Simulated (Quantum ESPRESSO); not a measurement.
# Grüneisen parameters and expansion of BP (F-43m), part 3 of 8

Wanted: mode Grüneisen parameters of BP and a free-energy fit over volumes.

Experimental results on record:
- volume expansion coefficient 9.6 1e-6/K near room temperature (given in “Thermal expansion coefficients of high thermal conducting BAs and BP materials (three times its linear coefficient)”, 2019, arxiv:1906.04101)

Quantum ESPRESSO 7.5; DFT LDA, scalar-relativistic, plane waves, GBRV ultrasoft pseudopotentials.

So far. Step 2 (A first coarse run): The start is under -5.6 GPa at this level and looks like an insulator or semiconductor on this mesh. Step 3 (Finding the static equilibrium): After the last step pw.x solved the final cell once more on a basis chosen for it, which moves the energy without moving the atoms.

**4. Ground state at this cell**

A tight ground state at this cell gives the energy of this member; its pressure is the stress at this cutoff, which can carry an offset from the finite basis.

File scf.in:

```
 &control
    calculation='scf',
    prefix='x',
    outdir='./tmp',
    pseudo_dir='./pseudo',
    tprnfor=.true.,
    tstress=.true.,
 /
 &system
    ibrav=0,
    nat=2,
    ntyp=2,
    ecutwfc=30.0,
    ecutrho=180.0,
    occupations='fixed',
    nbnd=6,
 /
 &electrons
    conv_thr=1.0d-12,
    mixing_beta=0.7,
    electron_maxstep=100,
 /
ATOMIC_SPECIES
 B      10.8100  B.upf
 P      30.9738  P.upf
CELL_PARAMETERS angstrom
     0.000000000    2.243796736    2.243796736
     2.243796736    0.000000000    2.243796736
     2.243796736    2.243796736    0.000000000
ATOMIC_POSITIONS crystal
 B      0.000000000   0.000000000   0.000000000
 P      0.250000000   0.250000000   0.250000000
K_POINTS automatic
 12 12 12 0 0 0
```

Launch:

```
OMP_NUM_THREADS=1 mpirun -n 4 pw.x -nk 4 -in scf.in > scf.out
```

Log:

```text
[banner, memory and clock lines left out]
Program PWSCF v.7.5

     Message from routine setup:
     using ibrav=0 with symmetry is DISCOURAGED, use correct ibrav instead

     G-vector sticks info

     bravais-lattice index     =            0
     lattice parameter (alat)  =       5.9965  a.u.
     unit-cell volume          =     152.4674 (a.u.)^3
     number of atoms/cell      =            2
     number of atomic types    =            2
     number of electrons       =         8.00
     number of Kohn-Sham states=            6
     kinetic-energy cutoff     =      30.0000  Ry
     charge density cutoff     =     180.0000  Ry
     scf convergence threshold =      1.0E-12
     mixing beta               =       0.7000
     number of iterations used =            8  plain     mixing
     Exchange-correlation=  SLA  PZ   NOGX NOGC
                           (   1   1   0   0   0   0   0)

     celldm(1)=   5.996494  celldm(2)=   0.000000  celldm(3)=   0.000000
     celldm(4)=   0.000000  celldm(5)=   0.000000  celldm(6)=   0.000000

     crystal axes: (cart. coord. in units of alat)
               a(1) = (   0.000000   0.707107   0.707107 )
               a(2) = (   0.707107   0.000000   0.707107 )
               a(3) = (   0.707107   0.707107   0.000000 )

     reciprocal axes: (cart. coord. in units 2 pi/alat)
               b(1) = ( -0.707107  0.707107  0.707107 )
               b(2) = (  0.707107 -0.707107  0.707107 )
               b(3) = (  0.707107  0.707107 -0.707107 )

     PseudoPot. # 1 for B  read from file:
     ./pseudo/B.upf
     Pseudo is Ultrasoft + core correction, Zval =  3.0
     Using radial grid of  781 points,  4 beta functions with:
                l(1) =   0
                l(2) =   0
                l(3) =   1
                l(4) =   1
     Q(r) pseudized with  8 coefficients,  rinner =    1.100   1.100   1.100

     PseudoPot. # 2 for P  read from file:
     ./pseudo/P.upf
     Pseudo is Ultrasoft + core correction, Zval =  5.0
     Using radial grid of  903 points,  6 beta functions with:
                l(1) =   0
                l(2) =   0
                l(3) =   1
                l(4) =   1
                l(5) =   2
                l(6) =   2
     Q(r) pseudized with  8 coefficients,  rinner =    1.300   1.300   1.300
                                                       1.300   1.300

     atomic species   valence    mass     pseudopotential
     B                 3.00    10.81000     B ( 1.00)
     P                 5.00    30.97380     P ( 1.00)

     24 Sym. Ops. (no inversion) found

   Cartesian axes

     site n.     atom                  positions (alat units)
         1        B      tau(   1) = (   0.0000000   0.0000000   0.0000000  )
         2        P      tau(   2) = (   0.3535534   0.3535534   0.3535534  )

     number of k points=    72
                       cart. coord. in units 2pi/alat
        k(    1) = (   0.0000000   0.0000000   0.0000000), wk =   0.0011574
        k(    2) = (   0.0589256   0.0589256  -0.0589256), wk =   0.0092593
        k(    3) = (   0.1178511   0.1178511  -0.1178511), wk =   0.0092593
        k(    4) = (   0.1767767   0.1767767  -0.1767767), wk =   0.0092593
        k(    5) = (   0.2357023   0.2357023  -0.2357023), wk =   0.0092593
        k(    6) = (   0.2946278   0.2946278  -0.2946278), wk =   0.0092593
        k(    7) = (  -0.3535534  -0.3535534   0.3535534), wk =   0.0046296
        k(    8) = (   0.1178511   0.0000000  -0.0000000), wk =   0.0069444
        k(    9) = (   0.1767767   0.0589256  -0.0589256), wk =   0.0277778
        k(   10) = (   0.2357023   0.1178511  -0.1178511), wk =   0.0277778
        k(   11) = (   0.2946278   0.1767767  -0.1767767), wk =   0.0277778
        k(   12) = (   0.3535534   0.2357023  -0.2357023), wk =   0.0277778
        k(   13) = (  -0.2946278  -0.4124790   0.4124790), wk =   0.0277778
        k(   14) = (  -0.2357023  -0.3535534   0.3535534), wk =   0.0277778
        k(   15) = (  -0.1767767  -0.2946278   0.2946278), wk =   0.0277778
        k(   16) = (  -0.1178511  -0.2357023   0.2357023), wk =   0.0277778
[...]
k(   65) = (  -0.2357023  -0.4714045   0.7071068), wk =   0.0277778
        k(   66) = (  -0.1767767  -0.4124790   0.6481812), wk =   0.0555556
        k(   67) = (  -0.1178511  -0.3535534   0.5892557), wk =   0.0277778
        k(   68) = (  -0.1178511  -0.4714045   0.7071068), wk =   0.0277778
        k(   69) = (  -0.0589256  -0.4124790   0.6481812), wk =   0.0555556
        k(   70) = (   0.0000000  -0.3535534   0.5892557), wk =   0.0277778
        k(   71) = (  -0.7071068   0.2357023   0.0000000), wk =   0.0138889
        k(   72) = (  -0.7071068   0.3535534   0.0000000), wk =   0.0069444

     Dense  grid:     6183 G-vectors     FFT dimensions: (  25,  25,  25)

     Smooth grid:     3383 G-vectors     FFT dimensions: (  24,  24,  24)

     Initial potential from superposition of free atoms

     starting charge       7.9996, renormalised to       8.0000
     Starting wfcs are    8 randomized atomic wfcs

     per-process dynamical memory:    12.0 Mb

     Self-consistent Calculation

     iteration #  1     ecut=    30.00 Ry     beta= 0.70
     Davidson diagonalization with overlap
     ethr =  1.00E-02,  avg # of iterations =  3.2

     total energy              =     -21.96694860 Ry
     estimated scf accuracy    <       0.17342380 Ry

     iteration #  2     ecut=    30.00 Ry     beta= 0.70
     Davidson diagonalization with overlap
     ethr =  2.17E-03,  avg # of iterations =  2.0

     total energy              =     -22.00368678 Ry
     estimated scf accuracy    <       0.02834665 Ry

     iteration #  3     ecut=    30.00 Ry     beta= 0.70
     Davidson diagonalization with overlap
     ethr =  3.54E-04,  avg # of iterations =  2.2

     total energy              =     -22.00871465 Ry
     estimated scf accuracy    <       0.00033222 Ry

     iteration #  4     ecut=    30.00 Ry     beta= 0.70
     Davidson diagonalization with overlap
     ethr =  4.15E-06,  avg # of iterations =  7.0

     total energy              =     -22.00895457 Ry
     estimated scf accuracy    <       0.00009020 Ry

     iteration #  5     ecut=    30.00 Ry     beta= 0.70
     Davidson diagonalization with overlap
     ethr =  1.13E-06,  avg # of iterations =  3.7

     total energy              =     -22.00899247 Ry
     estimated scf accuracy    <       0.00000378 Ry

     iteration #  6     ecut=    30.00 Ry     beta= 0.70
     Davidson diagonalization with overlap
     ethr =  4.72E-08,  avg # of iterations =  3.1

     total energy              =     -22.00899419 Ry
     estimated scf accuracy    <       0.00000005 Ry

     iteration #  7     ecut=    30.00 Ry     beta= 0.70
     Davidson diagonalization with overlap
     ethr =  5.94E-10,  avg # of iterations =  4.0

     total energy              =     -22.00899426 Ry
     estimated scf accuracy    <          9.6E-10 Ry

     iteration #  8     ecut=    30.00 Ry     beta= 0.70
     Davidson diagonalization with overlap
     ethr =  1.20E-11,  avg # of iterations =  3.7

     total energy              =     -22.00899426 Ry
     estimated scf accuracy    <          1.2E-11 Ry

     iteration #  9     ecut=    30.00 Ry     beta= 0.70
     Davidson diagonalization with overlap
     ethr =  1.50E-13,  avg # of iterations =  5.3

     End of self-consistent calculation

          k = 0.0000 0.0000 0.0000 (   411 PWs)   bands (ev):

    -6.2270   9.4753   9.4753   9.4753  12.9015  12.9015

          k = 0.0589 0.0589-0.0589 (   417 PWs)   bands (ev):

    -6.0984   8.5030   9.2559   9.2559  13.2041  13.2085

          k = 0.1179 0.1179-0.1179 (   414 PWs)   bands (ev):

    -5.7156   6.5981   8.7947   8.7947  13.5805  13.8223

          k = 0.1768 0.1768-0.1768 (   417 PWs)   bands (ev):

    -5.0904   4.5477   8.3345   8.3345  13.6073  14.2704

          k = 0.2357 0.2357-0.2357 (   419 PWs)   bands (ev):

    -4.2542   2.6156   7.9780   7.9780  13.5343  14.3394

          k = 0.2946 0.2946-0.2946 (   422 PWs)   bands (ev):

    -3.3166   0.9973   7.7584   7.7584  13.4661  14.2277

          k =-0.3536-0.3536 0.3536 (   410 PWs)   bands (ev):

    -2.7673   0.2185   7.6855   7.6855  13.4412  14.1656

          k = 0.1179 0.0000-0.0000 (   419 PWs)   bands (ev):

    -6.0555   8.8229   8.8229   8.9345  12.5642  13.7393

          k = 0.1768 0.0589-0.0589 (   420 PWs)   bands (ev):

    -5.7573   7.2549   8.2809   8.7655  12.6566  14.3272

          k = 0.2357 0.1179-0.1179 (   421 PWs)   bands (ev):

    -5.2120   5.2706   7.8177   8.3221  13.1056  14.5559

          k = 0.2946 0.1768-0.1768 (   423 PWs)   bands (ev):

    -4.4420   3.3086   7.5081   7.8241  13.3464  14.5841

          k = 0.3536 0.2357-0.2357 (   423 PWs)   bands (ev):

    -3.5171   1.5722   7.3764   7.3960  13.3852  14.5201

          k =-0.2946-0.4125 0.4125 (   419 PWs)   bands (ev):

    -2.7386   0.4168   7.0898   7.4229  13.4376  14.4844

          k =-0.2357-0.3536 0.3536 (   425 PWs)   bands (ev):

    -2.9379   0.6926   6.9332   7.6348  13.5822  14.4910

          k =-0.1768-0.2946 0.2946 (   421 PWs)   bands (ev):

    -3.8342   2.1157   6.9486   7.9902  13.7735  14.3920

          k =-0.1179-0.2357 0.2357 (   419 PWs)   bands (ev):

    -4.7218   3.9507   7.1469   8.4509  13.9152  14.1982

          k =-0.0589-0.1768 0.1768 (   423 PWs)   bands (ev):

[...]
k =-0.0000-0.1179 0.1179 (   421 PWs)   bands (ev):

[...]
k = 0.2357 0.0000-0.0000 (   423 PWs)   bands (ev):

[...]
k = 0.2946 0.0589-0.0589 (   425 PWs)   bands (ev):

[...]
k = 0.3536 0.1179-0.1179 (   424 PWs)   bands (ev):

[...]
k = 0.4125 0.1768-0.1768 (   427 PWs)   bands (ev):

[...]
k =-0.2357-0.4714 0.4714 (   428 PWs)   bands (ev):

[...]
k =-0.1768-0.4125 0.4125 (   424 PWs)   bands (ev):

[...]
k =-0.1179-0.3536 0.3536 (   424 PWs)   bands (ev):

[...]
k =-0.0589-0.2946 0.2946 (   420 PWs)   bands (ev):

[...]
k = 0.0000-0.2357 0.2357 (   417 PWs)   bands (ev):

[...]
k = 0.3536 0.0000 0.0000 (   431 PWs)   bands (ev):

[...]
k = 0.4125 0.0589-0.0589 (   430 PWs)   bands (ev):

[...]
k = 0.4714 0.1179-0.1179 (   425 PWs)   bands (ev):

[...]
k =-0.1768-0.5303 0.5303 (   420 PWs)   bands (ev):

[...]
k =-0.1179-0.4714 0.4714 (   420 PWs)   bands (ev):

[...]
k =-0.0589-0.4125 0.4125 (   418 PWs)   bands (ev):

[...]
k = 0.0000-0.3536 0.3536 (   423 PWs)   bands (ev):

[...]
k = 0.4714 0.0000-0.0000 (   432 PWs)   bands (ev):

[...]
k = 0.5303 0.0589-0.0589 (   433 PWs)   bands (ev):

[...]
k =-0.1179-0.5893 0.5893 (   423 PWs)   bands (ev):

[...]
k =-0.0589-0.5303 0.5303 (   426 PWs)   bands (ev):

[...]
k = 0.5893 0.0000-0.0000 (   424 PWs)   bands (ev):

[...]
k = 0.0000-0.5893 0.5893 (   430 PWs)   bands (ev):

[...]
k =-0.7071 0.0000 0.0000 (   444 PWs)   bands (ev):

[...]
k = 0.2357 0.1179 0.0000 (   420 PWs)   bands (ev):

[...]
k = 0.2946 0.1768-0.0589 (   423 PWs)   bands (ev):

[...]
k = 0.3536 0.2357-0.1179 (   421 PWs)   bands (ev):

[...]
k = 0.3536 0.1179 0.0000 (   430 PWs)   bands (ev):

[...]
k = 0.4125 0.1768-0.0589 (   424 PWs)   bands (ev):

[...]
k = 0.0000-0.2357 0.3536 (   420 PWs)   bands (ev):

[...]
k = 0.4714 0.1179-0.0000 (   428 PWs)   bands (ev):

[...]
k = 0.0000-0.3536 0.4714 (   419 PWs)   bands (ev):

[...]
k =-0.1179-0.5893 0.7071 (   424 PWs)   bands (ev):

[...]
k =-0.0589-0.5303 0.6482 (   426 PWs)   bands (ev):

[...]
k =-0.0000-0.4714 0.5893 (   425 PWs)   bands (ev):

[...]
k =-0.7071 0.1179-0.0000 (   428 PWs)   bands (ev):

[...]
k =-0.2357-0.4714 0.7071 (   417 PWs)   bands (ev):

[...]
k =-0.1768-0.4125 0.6482 (   418 PWs)   bands (ev):

[...]
k =-0.1179-0.3536 0.5893 (   420 PWs)   bands (ev):

[...]
k =-0.1179-0.4714 0.7071 (   423 PWs)   bands (ev):

    -1.7714   1.8897   3.9514   4.7622  13.2722  14.1890

          k =-0.0589-0.4125 0.6482 (   421 PWs)   bands (ev):

    -1.1784   1.4349   3.4029   4.5503  13.7664  15.6434

          k = 0.0000-0.3536 0.5893 (   422 PWs)   bands (ev):

    -1.3838   1.6069   3.2110   4.9054  14.0684  16.0319

          k =-0.7071 0.2357 0.0000 (   424 PWs)   bands (ev):

    -0.9994   1.2073   3.9933   4.1014  13.2460  13.8810

          k =-0.7071 0.3536 0.0000 (   412 PWs)   bands (ev):

    -0.9137   1.3990   3.5879   3.7856  14.7092  16.1985

     highest occupied, lowest unoccupied level (ev):     9.4753   10.6125

!    total energy              =     -22.00899426 Ry
     estimated scf accuracy    <          8.7E-13 Ry

     The total energy is the sum of the following terms:
     one-electron contribution =       7.01059769 Ry
     hartree contribution      =       1.22862766 Ry
     xc contribution           =      -9.02928752 Ry
     ewald contribution        =     -21.21893210 Ry

     convergence has been achieved in   9 iterations

     Forces acting on atoms (cartesian axes, Ry/au):

     atom    1 type  1   force =     0.00000000    0.00000000   -0.00000000
     atom    2 type  2   force =    -0.00000000    0.00000000    0.00000000

     Total force =     0.000000     Total SCF correction =     0.000000

     Computing stress (Cartesian axis) and pressure

          total   stress  (Ry/bohr**3)                   (kbar)     P=       -1.39
  -0.00000942   0.00000000  -0.00000000           -1.39        0.00       -0.00
   0.00000000  -0.00000942  -0.00000000            0.00       -1.39       -0.00
  -0.00000000  -0.00000000  -0.00000942           -0.00       -0.00       -1.39

     XML data file, charge density, pseudopotentials, collected wavefunctions
```

Elapsed: 4.1 s, on 4 MPI ranks of Intel Xeon Platinum 8175M at 2.50GHz (Skylake/Cascade Lake), shared host.

Numbers from this step:

- pressure: -0.1390 GPa
- gap on the k-mesh: 1.137 eV

On a basis chosen for the relaxed cell the pressure is -0.14 GPa, small enough for phonons.

[end of part 3 of 8]

[Logs are printed without paths, hosts, clocks, repeated set-up lines and the standing remarks that a program may print on its own settings, such as how far it seeks lower states.]

[Hosts, paths, dates, database ids (printed as entryN), source tags and the programs' standing remarks are cut or masked in the printed files.]

[A step with changed settings may run another functional than the one named; its input shows which.]

[Of the runs on displaced cells, only some may be shown.]
